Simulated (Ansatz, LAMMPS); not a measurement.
# Glassy 88SiO2-2K2O-2SrO-2CaO-5SnO2 (mol %) (118 atoms): atom by atom

118 atoms (35 Si, 2 K, 1 Sr, 1 Ca, 2 Sn, 77 O) placed at random at 2.5 g/cm³, melted at 4000 K for 10 ps at fixed volume with the Morse and Coulomb pair potential with partial charges (Pedone, Malavasi, Menziani, Cormack and Segre, J. Phys. Chem. B 110, 11780 (2006)). Quenched from 4000 K to 300 K at 20 K/ps and fixed volume, held 10 ps at zero pressure.

This is the geometry as built. Method: Kohn-Sham DFT, PBE, PAW (set soft_2), plane waves (Ansatz 0.2.0); cutoff 420 eV, Γ point, fixed occupations; density 2.58 g/cm³.

Extended XYZ; positions in Å, forces in eV/Å, q the Löwdin charge in e:

```xyz
118
Lattice="11.963 0.000 0.000 0.000 11.963 0.000 0.000 0.000 11.963" Properties=species:S:1:pos:R:3:charge:R:1:forces:R:3 pbc="T T T"
Si 11.474 0.769 3.177 1.72 1.415 -2.393 -3.753
Si 0.253 9.324 0.343 1.80 0.462 0.760 0.919
Si 3.561 7.555 8.604 1.82 -2.038 -2.165 0.833
Si 7.824 8.776 10.148 1.73 0.262 -0.281 1.490
Si 3.913 3.201 6.838 1.77 2.183 -1.689 1.549
Si 10.125 10.115 8.405 1.78 1.604 -1.913 -1.805
Si 10.422 1.017 9.725 1.80 -0.039 -1.584 0.416
Si 11.158 6.791 10.769 1.72 -1.550 -4.634 -0.093
Si 11.310 9.288 3.260 1.72 1.348 2.239 0.116
Si 6.487 4.216 11.249 1.77 0.435 0.647 -0.422
Si 3.149 6.337 3.399 1.83 -1.345 2.552 -0.373
Si 11.102 4.363 0.878 1.77 0.986 2.553 -0.349
Si 0.557 0.571 0.065 1.77 0.221 -1.578 3.526
Si 5.224 0.286 10.352 1.78 -0.132 -0.480 -0.325
Si 9.128 2.360 2.060 1.79 1.167 -2.624 0.285
Si 4.892 0.411 7.206 1.76 -1.248 0.419 0.223
Si 6.726 2.726 3.931 1.77 2.510 -1.738 0.543
Si 3.526 1.638 0.484 1.79 1.296 -3.353 -0.111
Si 4.087 11.567 2.974 1.74 -3.313 1.997 0.832
Si 11.060 5.427 6.637 1.76 -0.325 -1.317 -0.410
Si 0.023 2.679 7.918 1.75 3.610 1.462 1.923
Si 4.708 4.082 1.895 1.83 2.177 -3.162 0.278
Si 0.003 5.861 3.555 1.77 0.034 -1.775 0.852
Si 6.908 7.550 4.820 1.75 -1.337 -0.118 -2.863
Si 1.574 9.651 5.208 1.77 -1.838 -0.859 -0.213
Si 3.916 4.540 9.518 1.82 -2.084 0.885 -0.756
Si 4.813 9.410 10.789 1.79 -1.157 0.400 1.290
Si 6.565 11.461 4.721 1.78 -0.788 4.116 3.191
Si 4.195 8.203 5.665 1.81 -1.758 -1.236 -0.988
Si 3.161 8.939 1.481 1.79 0.322 0.042 -0.406
Si 7.788 1.293 11.598 1.81 0.286 2.468 -3.977
Si 0.556 7.947 7.690 1.75 -0.649 2.069 -1.240
Si 8.981 9.555 5.479 1.81 -0.054 -0.496 -1.954
Si 6.382 4.737 6.177 1.78 -2.797 2.518 0.608
Si 1.126 4.334 10.459 1.78 -3.715 1.224 0.992
K 6.985 9.919 1.807 0.87 -0.062 -0.287 -0.601
K 9.393 2.644 5.777 0.90 0.150 -0.088 -0.011
Sr 9.184 7.408 1.743 1.83 -0.262 -0.573 -0.623
Ca 1.462 11.260 8.261 1.82 -0.118 0.324 -0.815
Sn 1.897 0.932 5.545 1.82 1.631 1.317 -0.261
Sn 8.316 5.893 8.811 1.85 0.037 0.027 0.143
O 4.170 0.631 1.684 -0.80 0.306 0.015 -0.663
O 10.683 2.082 8.555 -0.81 -3.167 -0.278 0.802
O 3.105 9.323 5.276 -0.79 2.013 0.937 -0.298
O 3.755 5.974 8.819 -0.80 0.479 1.018 -0.263
O 0.560 1.376 4.148 -0.83 0.608 1.567 1.510
O 7.629 5.144 10.580 -0.82 0.440 0.093 0.458
O 3.698 3.071 1.110 -0.78 -0.802 1.469 0.374
O 11.910 6.549 7.319 -0.79 0.583 0.692 1.198
O 9.889 3.339 1.059 -0.78 -0.360 0.061 -0.360
O 3.197 0.334 4.156 -0.84 1.438 -0.742 -1.270
O 4.076 8.458 9.784 -0.80 -0.921 -0.604 -0.200
O 1.731 8.875 0.724 -0.80 1.164 -0.474 -0.074
O 8.027 3.077 2.918 -0.80 -1.279 0.740 1.246
O 9.046 9.630 9.389 -0.79 -2.093 -0.061 1.442
O 5.437 0.322 8.746 -0.79 0.591 -0.203 0.729
O 4.989 1.950 6.843 -0.84 1.174 0.879 -0.691
O 9.563 5.502 7.168 -0.83 -0.939 -0.286 0.062
O 7.475 7.636 9.126 -0.84 -1.063 -1.258 -2.099
O 4.003 5.203 2.694 -0.78 -0.218 0.366 0.420
O 6.505 6.142 5.380 -0.81 -0.274 -1.199 0.215
O 0.811 9.346 3.818 -0.79 2.711 -0.761 0.539
O 7.911 10.677 4.872 -0.79 1.624 -0.529 -0.435
O 11.610 0.994 10.824 -0.80 -0.511 1.296 -1.925
O 8.032 8.264 5.608 -0.81 3.557 1.233 3.119
O 8.436 1.231 1.029 -0.80 1.053 -0.450 3.573
O 6.654 0.288 11.185 -0.80 -0.943 -2.247 -0.245
O 0.260 3.834 11.833 -0.80 1.896 -1.107 -0.954
O 1.590 5.959 3.501 -0.80 1.238 -0.736 0.529
O 11.309 7.186 3.197 -0.91 -2.388 4.756 -1.355
O 6.926 1.127 4.370 -0.81 0.164 0.524 -0.157
O 0.077 1.040 1.528 -0.82 -0.542 0.297 0.574
O 1.135 11.089 5.710 -0.86 -0.580 0.515 1.781
O 2.740 2.728 5.968 -0.82 -2.832 -0.240 -1.844
O 7.032 4.962 7.580 -0.82 0.423 -0.551 1.929
O 3.264 7.612 2.355 -0.81 0.418 -0.596 0.058
O 9.930 6.673 9.706 -0.81 1.712 0.737 0.605
O 7.114 2.745 11.314 -0.81 0.313 -0.697 0.362
O 5.821 4.485 0.795 -0.79 0.690 0.818 -0.214
O 11.614 8.220 11.297 -0.78 -0.108 0.883 -0.615
O 5.271 4.378 10.211 -0.80 1.620 -0.539 1.337
O 0.965 8.634 6.302 -0.82 -0.540 -0.226 -0.249
O 2.667 4.529 10.556 -0.80 1.588 -0.407 1.519
O 0.422 10.873 11.885 -0.81 -0.122 0.042 -0.905
O 4.273 10.921 10.588 -0.81 -0.218 1.176 -0.070
O 10.635 11.539 8.874 -0.82 0.672 1.950 0.474
O 11.678 3.948 7.053 -0.81 -0.640 0.523 -1.639
O 5.476 3.143 3.142 -0.79 -3.062 1.303 -2.501
O 5.521 11.131 3.606 -0.81 -0.379 -1.278 -2.176
O 4.382 9.045 0.351 -0.81 0.007 -0.579 0.851
O 5.619 8.521 5.097 -0.81 0.423 1.219 -0.149
O 4.753 4.399 6.261 -0.80 1.446 2.001 -0.758
O 6.323 9.451 10.468 -0.80 2.600 0.727 -0.716
O 11.306 5.486 5.043 -0.80 0.129 -0.749 -0.919
O 7.324 7.628 3.293 -1.04 0.463 -0.115 -1.492
O 7.001 3.658 5.237 -0.82 1.664 -2.452 -1.380
O 10.096 1.570 3.182 -0.81 -2.532 2.107 -0.623
O 5.811 11.523 6.192 -0.79 0.680 -0.852 -0.425
O 2.125 0.970 11.947 -0.78 0.108 0.776 -0.495
O 1.938 7.758 8.423 -0.81 0.743 0.569 1.893
O 11.283 9.231 1.659 -0.82 -1.736 -0.705 -1.097
O 3.281 0.099 7.147 -0.94 -0.503 -0.998 0.538
O 3.713 3.406 8.440 -0.80 -0.960 -0.656 -0.625
O 11.607 4.792 2.357 -0.80 -0.298 -0.929 0.461
O 11.562 9.216 8.336 -0.83 0.481 -0.592 0.673
O 4.446 1.508 11.050 -0.79 -0.987 0.937 0.832
O 9.037 1.142 10.496 -0.79 -0.543 -0.118 -0.226
O 4.194 7.974 7.257 -0.79 1.472 0.837 -2.161
O 0.809 1.415 7.324 -0.89 0.025 -0.868 -0.231
O 8.277 8.379 11.598 -1.02 1.017 -0.013 2.134
O 10.152 9.281 4.318 -0.78 -3.259 -0.649 2.125
O 9.651 10.048 6.838 -0.79 -0.126 0.589 0.230
O 11.198 11.181 3.202 -0.84 -0.472 -1.444 0.293
O 0.811 3.376 9.237 -0.81 -0.333 -1.396 -1.087
O 10.630 5.784 0.137 -0.85 -0.575 1.102 0.429
O 0.445 5.831 10.272 -0.80 0.249 0.905 -0.358
O 3.324 10.235 2.437 -0.79 0.250 -0.086 -0.109
O 3.618 6.910 4.810 -0.80 0.541 -0.664 1.082
```

The quench rate of 20 K/ps is many orders above laboratory rates, so the cell is likely richer in defects and strain than a real sample. The force components of 1.4 eV/Å r.m.s. hold both thermal displacement and the mismatch between the potential that made the cell and DFT. The network of bonds at the start is that of the classical potential that made the cell, and needn't be the one that DFT or experiment would give. Only the Γ point is sampled, in a cell whose shortest periodic width is 12 Å. The Löwdin charges lack the electrons that the projection spills, 0.072 e an atom on average.

The r.m.s. force component is 1.37 eV/Å; the longest force, 5.49 eV/Å, acts on O70.

[Logs are printed without paths, hosts, clocks, repeated set-up lines and the standing remarks that a program may print on its own settings, such as how far it seeks lower states.]

[Hosts, paths, dates, database ids (printed as entryN), source tags and the programs' standing remarks are cut or masked in the printed files.]
